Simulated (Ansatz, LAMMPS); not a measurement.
# Structural relaxation of amorphous 71ZrO2-29SiO2 (mol %) (84 atoms), part 2 of 4

Aim: bring amorphous 71ZrO2-29SiO2 (mol %) (84 atoms) to a nearby minimum of the energy and see what moves.

Ansatz 0.2.0; Kohn-Sham DFT, PBE, PAW (set soft_2), plane waves.

The cell: 20 Zr, 8 Si and 56 O. The quench rate of 50 K/ps is many orders above laboratory rates. The network of bonds at the start is that of the classical potential that made the cell. Only the Γ point is sampled in the main run, in a cell whose shortest periodic width is 10 Å.

So far. Step 3 (Single point at the start): Neighbours are counted within 2.82 Å (O-Zr), 2.12 Å (O-Si).

**4. Cell and atoms relaxed**

Cell and atoms are freed together, to release stress as well as forces.

File input.yaml:

```yaml
crystal:
  lattice:
    - [10.4762, 0.0, 0.0]
    - [0.0, 10.4762, 0.0]
    - [0.0, 0.0, 10.4762]
  atoms:
    [... the 84 atom lines of step 3 ...]
kpoints:
  mp_grid: { grid: [1, 1, 1] }
hamiltonian:
  xc: pbe
scf:
  occupations: { method: fermi_dirac, width: 0.025 }
output:
  forces: true
relax:
  f_tol: 0.04
  max_steps: 250
  cell: {}
```

Run with:

```
$ ansatz run input.yaml --threads 4 --pin off --max-ram 8192MiB --backend cpu --events-out ev --progress --plain --runs-dir out
```

Numbers of over 12 decimals in the logs are rounded to 6 here.

Output:

```text
[...]
Crystal: 84 atoms, lattice volume = 1149.771 Å³
Basis set: ecut = 420 eV, 22575 PW (Γ), exchange–correlation on 144×144×144 points (8 copies of the dense FFT grid, shifted against one another)
Bands: 388, of which v1, the nominal top of the filled ones, is band 304 counted from 1 (303 counted from 0)
Symmetry: 1 space group operations
[...]
k-points: 1
[...]
SCF iter   1: F=—  HF=-120657.319926 eV  |F-HF|=—  |Δ(HF+E_count)|=         —  Δρ=3.76e-3  dr2=1.37e-1  ethr=1.77e-3  ⟨swp⟩=6.0  Hψ=1575  notcnv=0  defer=4
[...]
SCF iter  10: F=-120657.310337 eV  HF=-120657.310337 eV  |F-HF|=1.09e-9  |Δ(HF+E_count)|=   1.07e-7  Δρ=2.61e-6  dr2=7.87e-8  ethr=1.64e-11  ⟨swp⟩=2.0  Hψ=1226  notcnv=0
SCF 1 converged in 10 iterations: F = -120657.310337 eV  dr2 = 7.87e-8
[...]
relax step   1: F+E_penalty+E_count = -120657.31033723 eV  Δ(F+E_penalty+E_count) = +0.000e0 eV  max|allowed force component| = 3.081e0 eV/Å  Δτ_max = 0.0000 Å  P = -2.215 GPa  Ω = 1149.771 Å³  (10 SCF iters, dr2 threshold 1.00e-7 eV, accepted)
[... from here on, the SCF cycles and remarks between the steps are left out ...]
relax step   2: F+E_penalty+E_count = -120659.80034892 eV  Δ(F+E_penalty+E_count) = -2.490e0 eV  max|allowed force component| = 1.400e0 eV/Å  Δτ_max = 0.1454 Å  P = +2.750 GPa  Ω = 1102.326 Å³  energy of the carried Pulay correction = +1.660e-1 eV  (9 SCF iters, dr2 threshold 8.40e-6 eV, accepted)
relax step   3: F+E_penalty+E_count = -120660.48655874 eV  Δ(F+E_penalty+E_count) = -6.862e-1 eV  max|allowed force component| = 8.484e-1 eV/Å  Δτ_max = 0.0932 Å  P = +1.173 GPa  Ω = 1111.761 Å³  energy of the carried Pulay correction = +1.324e-1 eV  (8 SCF iters, dr2 threshold 8.40e-6 eV, accepted)
relax step   4: F+E_penalty+E_count = -120660.91045481 eV  Δ(F+E_penalty+E_count) = -4.239e-1 eV  max|allowed force component| = 5.192e-1 eV/Å  Δτ_max = 0.2000 Å  P = -0.177 GPa  Ω = 1115.558 Å³  energy of the carried Pulay correction = +1.190e-1 eV  (8 SCF iters, dr2 threshold 8.40e-6 eV, accepted)
relax step   5: F+E_penalty+E_count = -120661.06990908 eV  Δ(F+E_penalty+E_count) = -1.595e-1 eV  max|allowed force component| = 4.044e-1 eV/Å  Δτ_max = 0.2000 Å  P = -0.059 GPa  Ω = 1112.797 Å³  energy of the carried Pulay correction = +1.288e-1 eV  (8 SCF iters, dr2 threshold 8.40e-6 eV, accepted)
relax step   6: F+E_penalty+E_count = -120661.12481128 eV  Δ(F+E_penalty+E_count) = -5.490e-2 eV  max|allowed force component| = 2.833e-1 eV/Å  Δτ_max = 0.1000 Å  P = -0.036 GPa  Ω = 1112.442 Å³  energy of the carried Pulay correction = +1.300e-1 eV  (7 SCF iters, dr2 threshold 8.40e-6 eV, accepted)
relax step   7: F+E_penalty+E_count = -120661.14118407 eV  Δ(F+E_penalty+E_count) = -1.637e-2 eV  max|allowed force component| = 3.297e-1 eV/Å  Δτ_max = 0.2000 Å  P = -0.028 GPa  Ω = 1112.354 Å³  energy of the carried Pulay correction = +1.303e-1 eV  (8 SCF iters, dr2 threshold 5.02e-6 eV, accepted)
relax step   8: F+E_penalty+E_count = -120661.13353597 eV  Δ(F+E_penalty+E_count) = +7.648e-3 eV  max|allowed force component| = 6.647e-1 eV/Å  Δτ_max = 0.2000 Å  P = +0.036 GPa  Ω = 1113.345 Å³  energy of the carried Pulay correction = +1.268e-1 eV  (8 SCF iters, dr2 threshold 6.79e-6 eV, rejected (line search))
relax step   9: F+E_penalty+E_count = -120661.20785721 eV  Δ(F+E_penalty+E_count) = -6.667e-2 eV  max|allowed force component| = 1.664e-1 eV/Å  Δτ_max = 0.1000 Å  P = -0.007 GPa  Ω = 1113.082 Å³  energy of the carried Pulay correction = +1.278e-1 eV  (13 SCF iters, accepted)
relax step  10: F+E_penalty+E_count = -120661.22077187 eV  Δ(F+E_penalty+E_count) = -1.291e-2 eV  max|allowed force component| = 4.562e-2 eV/Å  Δτ_max = 0.1000 Å  P = +0.007 GPa  Ω = 1114.049 Å³  energy of the carried Pulay correction = +1.243e-1 eV  (8 SCF iters, dr2 threshold 1.73e-6 eV, accepted)
relax step  11: F+E_penalty+E_count = -120661.22432637 eV  Δ(F+E_penalty+E_count) = -3.555e-3 eV  max|allowed force component| = 2.615e-2 eV/Å  Δτ_max = 0.0200 Å  P = +0.009 GPa  Ω = 1113.677 Å³  energy of the carried Pulay correction = +1.256e-1 eV  (8 SCF iters, dr2 threshold 1.30e-7 eV, accepted)
relax step  12: F+E_penalty+E_count = -120661.13302791 eV  Δ(F+E_penalty+E_count) = +9.130e-2 eV  max|allowed force component| = 2.668e-2 eV/Å  Δτ_max = 0.0000 Å  P = -0.122 GPa  Ω = 1113.677 Å³  stress off target by 2.85e-1 GPa  SCF on the basis re-selected at this cell (its energy is not comparable with the rows above)  (7 SCF iters)
relax step  13: F+E_penalty+E_count = -120661.13899679 eV  Δ(F+E_penalty+E_count) = -5.969e-3 eV  max|allowed force component| = 2.596e-2 eV/Å  Δτ_max = 0.0159 Å  P = -0.031 GPa  Ω = 1112.885 Å³  energy of the carried Pulay correction = +2.949e-3 eV  (8 SCF iters, dr2 threshold 2.03e-7 eV, accepted)
relax step  14: F+E_penalty+E_count = -120661.14009897 eV  Δ(F+E_penalty+E_count) = -1.102e-3 eV  max|allowed force component| = 9.861e-3 eV/Å  Δτ_max = 0.0063 Å  P = -0.007 GPa  Ω = 1112.693 Å³  energy of the carried Pulay correction = +3.716e-3 eV  (8 SCF iters, dr2 threshold 8.21e-9 eV, accepted)
relax step  15: F+E_penalty+E_count = -120661.13811459 eV  Δ(F+E_penalty+E_count) = +1.984e-3 eV  max|allowed force component| = 9.878e-3 eV/Å  Δτ_max = 0.0000 Å  P = -0.010 GPa  Ω = 1112.693 Å³  stress off target by 2.86e-2 GPa  SCF on the basis re-selected at this cell (its energy is not comparable with the rows above)  (5 SCF iters)
[...]
SCF converged after 5 iterations
Free energy (F): -120661.138115 eV
[...]
Internal energy: -120661.138115 eV  (E = F + TS)
E sigma→0 (E₀):  -120661.138115 eV
Fermi energy:    8.824111 eV
[...]
--- Forces (eV/Å), atoms counted from 1 ---
  atom   1  Zr    -0.00987855     0.00088052    -0.00067423
  atom   2  Zr     0.00190122    -0.00068820     0.00448131
  atom   3  Zr    -0.00220762    -0.00466931     0.00239079
  atom   4  Zr     0.00292801     0.00139900    -0.00149886
  atom   5  Zr    -0.00133466    -0.00322642    -0.00544876
  atom   6  Zr    -0.00164137     0.00320318    -0.00098877
  atom   7  Zr     0.00321850     0.00194120    -0.00182096
  atom   8  Zr     0.00146197     0.00256960    -0.00045166
  atom   9  Zr     0.00207659     0.00129310     0.00154490
  atom  10  Zr    -0.00178839     0.00875934     0.00358427
  atom  11  Zr    -0.00273481    -0.00333921    -0.00000565
  atom  12  Zr    -0.00134008     0.00368803    -0.00071733
  atom  13  Zr    -0.00033833     0.00020890     0.00192062
  atom  14  Zr     0.00372129     0.00061669     0.00089737
[...]
atom  83  O      0.00179913    -0.00012395     0.00281194
  atom  84  O     -0.00060360    -0.00086446     0.00241430
  max |Σ_I F_I| component: 2.80e-5 eV/Å
--- Stress (GPa, compression-positive) ---
        0.004704       0.016783       0.005610
        0.016783      -0.010765       0.008193
        0.005609       0.008194      -0.024560
  P = ⅓ Tr σ = -0.0102 GPa (-0.102 kbar)
--- Relaxed structure (13 steps of the walk, 12 accepted, 2 SCFs on fresh bases) ---
  F+E_penalty+E_count = -120661.13811459 eV   max|allowed force component| = 9.878e-3 eV/Å   (the final SCF, on the basis selected at the relaxed cell)
  cell:  # Å, volume = 1112.6934 Å³
    - [10.596103, 0.172109, 0.00966655]
    - [0.172109, 10.287065, 0.140626]
    - [0.00966655, 0.140626, 10.212637]
  atoms:
    - { symbol: Zr, position: [0.171797, 0.485626, 0.326776] }
    - { symbol: Zr, position: [0.396005, 0.559283, 0.845877] }
    - { symbol: Zr, position: [0.086329, 0.841810, 0.267762] }
    - { symbol: Zr, position: [0.877972, 0.617495, 0.057048] }
[...]
- { symbol: O, position: [0.848544, 0.246275, 0.335889] }
```

It took 3.5 min on 4 threads of Arm Neoverse V1, shared host; peak memory 1.5 GiB.

Relaxation path:

```csv
step,energy less that of the first step (eV),largest force component (eV/Å),pressure (GPa),volume (Å³)
1,0.0000,3.0808,-2.21,1149.77
2,-2.4900,1.4002,2.75,1102.33
3,-3.1762,0.8484,1.17,1111.76
4,-3.6001,0.5192,-0.18,1115.56
5,-3.7596,0.4044,-0.06,1112.80
6,-3.8145,0.2833,-0.04,1112.44
7,-3.8308,0.3297,-0.03,1112.35
8,-3.8232,0.6647,0.04,1113.34
9,-3.8975,0.1664,-0.01,1113.08
10,-3.9104,0.0456,0.01,1114.05
11,-3.9140,0.0262,0.01,1113.68
12*,-3.8227,0.0267,-0.12,1113.68
13,-3.8287,0.0260,-0.03,1112.89
14,-3.8298,0.0099,-0.01,1112.69
15*,-3.8278,0.0099,-0.01,1112.69
```

Relaxation steps marked * repeat the geometry before them on a plane-wave basis chosen anew for their cell, so energy and pressure can jump there. Relaxation step 8 was tried and not accepted.

```csv
cell as run,before,after,change
a (Å),10.476,10.598,+1.2 %
b (Å),10.476,10.289,-1.8 %
c (Å),10.476,10.214,-2.5 %
α (°),90.00,88.43,-1.7 %
β (°),90.00,89.88,-0.1 %
γ (°),90.00,88.11,-2.1 %
volume (Å³/atom),13.69,13.25,-3.2 %
```

The atoms that moved most (Å, as changes of fractional coordinates times the final cell):

```csv
atom,dx,dy,dz,length
O74,0.053,0.196,-0.516,0.554
O53,0.152,-0.119,0.474,0.512
Zr15,-0.189,-0.133,-0.417,0.477
Zr10,-0.099,-0.098,0.421,0.444
O60,0.415,-0.083,-0.130,0.443
O73,0.064,-0.363,-0.131,0.391
O78,-0.148,-0.185,-0.147,0.279
O45,0.251,-0.060,0.086,0.272
```

The relaxation changed the energy by -45.6 meV/atom, and atoms moved by 0.19 Å r.m.s., 0.55 Å at most.

**5. Structure statistics after relaxation**

Bonds before and after, by the cutoffs listed below:

```csv
pair,bonds before,bonds after,mean before (Å),mean after (Å),spread before (Å),spread after (Å)
O-Zr,122,125,2.168,2.160,0.126,0.148
O-Si,32,32,1.625,1.646,0.058,0.032
```

Density 4.40 g/cm³, 13.25 Å³ an atom.

Pair distribution functions g(r), in bins of 0.2 Å:

```csv
r (Å),total,O-O,O-Zr,O-Si,Zr-Zr,Zr-Si,Si-Si
1.50,0.10,0.00,0.00,0.80,0.00,0.00,0.00
1.70,1.38,0.00,0.00,10.86,0.00,0.00,0.00
1.90,0.39,0.00,1.22,0.00,0.00,0.00,0.00
2.10,2.21,0.00,6.97,0.00,0.00,0.00,0.00
2.30,0.65,0.00,2.04,0.00,0.00,0.00,0.00
2.50,0.59,1.09,0.33,0.00,0.00,0.00,0.00
2.70,1.37,2.90,0.16,0.13,0.00,0.00,1.79
2.90,1.04,2.26,0.00,0.12,0.00,0.65,0.00
3.10,0.82,1.33,0.08,0.71,0.23,2.00,1.42
3.30,0.88,0.91,0.65,0.27,2.38,1.99,1.33
3.50,0.85,0.76,0.26,1.03,3.29,2.48,0.00
3.70,0.98,0.77,0.80,1.51,1.74,2.05,0.00
3.90,1.00,0.68,1.16,1.35,2.31,0.38,0.90
4.10,1.14,0.87,1.39,1.81,0.80,0.65,0.85
4.30,0.98,0.78,1.23,1.62,0.24,0.60,0.74
4.50,1.04,0.69,1.68,1.03,0.33,0.69,2.07
4.70,1.18,0.85,1.67,1.21,0.80,1.39,0.00
4.90,0.97,1.10,1.10,0.49,0.46,0.81,1.72
```

Bonds by pair of elements; cutoffs follow the first minimum of g(r), held within bounds set by covalent radii, and pairs that aren't listed don't count as bonded:

```csv
pair A-B,cutoff (Å),bonds,mean length (Å),spread (Å),shortest (Å),B about A,A about B
O-Zr,2.82,125,2.16,0.148,1.91,2.23,6.25
O-Si,2.12,32,1.65,0.032,1.58,0.571,4
```

How many atoms have how many bonded neighbours:

```csv
element,mean,2,3,4,5,6,7
O,2.80,15,37,4,0,0,0
Si,4,0,0,8,0,0,0
Zr,6.25,0,0,0,2,11,7
```

Bond angles, per cent of each kind in bins of 5°:

```csv
angle (°),O-Zr-O,Zr-O-Zr,O-Si-O,Si-O-Zr
60–65,0.9,0.0,0.0,0.0
65–70,4.8,0.0,0.0,0.0
70–75,12.7,0.0,0.0,0.0
75–80,10.5,0.0,0.0,0.0
80–85,8.4,0.0,0.0,0.0
85–90,9.0,2.9,0.0,2.2
90–95,7.5,7.8,0.0,4.4
95–100,4.8,11.8,6.2,11.1
100–105,3.6,13.7,20.8,4.4
105–110,4.2,19.6,29.2,2.2
110–115,3.6,6.9,20.8,4.4
115–120,1.5,4.9,20.8,8.9
120–125,4.2,4.9,2.1,11.1
125–130,3.0,2.9,0.0,2.2
130–135,2.1,5.9,0.0,11.1
135–140,3.6,3.9,0.0,15.6
140–145,1.5,6.9,0.0,4.4
145–150,3.0,3.9,0.0,4.4
150–155,2.4,0.0,0.0,8.9
155–160,3.6,2.0,0.0,2.2
160–165,2.1,2.0,0.0,2.2
165–170,1.2,0.0,0.0,0.0
170–175,0.9,0.0,0.0,0.0
175–180,0.6,0.0,0.0,0.0
```

Bond angles (no mean is given where the spread exceeds 20°):

```csv
angle,count,mean (°),spread (°)
O-Zr-O,332,-,-
Zr-O-Zr,102,115,18.6
O-Si-O,48,109,6.1
Si-O-Zr,45,-,-
Si-O-Si,3,132,13.8
```

Bond length by coordination (bonds to H left out):

```csv
element,coordination,atoms,mean bond length (Å)
O,2,15,1.84
O,3,37,2.08
O,4,4,2.25
Zr,5,2,2.07
Zr,6,11,2.14
Zr,7,7,2.21
```

First main peaks of g(r), for some of the pairs, lie near 2.7 Å (O-O), 2.1 Å (O-Zr), 1.6 Å (O-Si) and 3.4 Å (Zr-Zr). Counting bonds as in the table, 66 % of O atoms have 3, all Si atoms have 4 and 55 % of Zr atoms have 6 bonded neighbours.

(Continued in part 3 of 4.)

[Logs are printed without paths, hosts, clocks, repeated set-up lines and the standing remarks that a program may print on its own settings, such as how far it seeks lower states.]

[Hosts, paths, dates, database ids (printed as entryN), source tags and the programs' standing remarks are cut or masked in the printed files.]
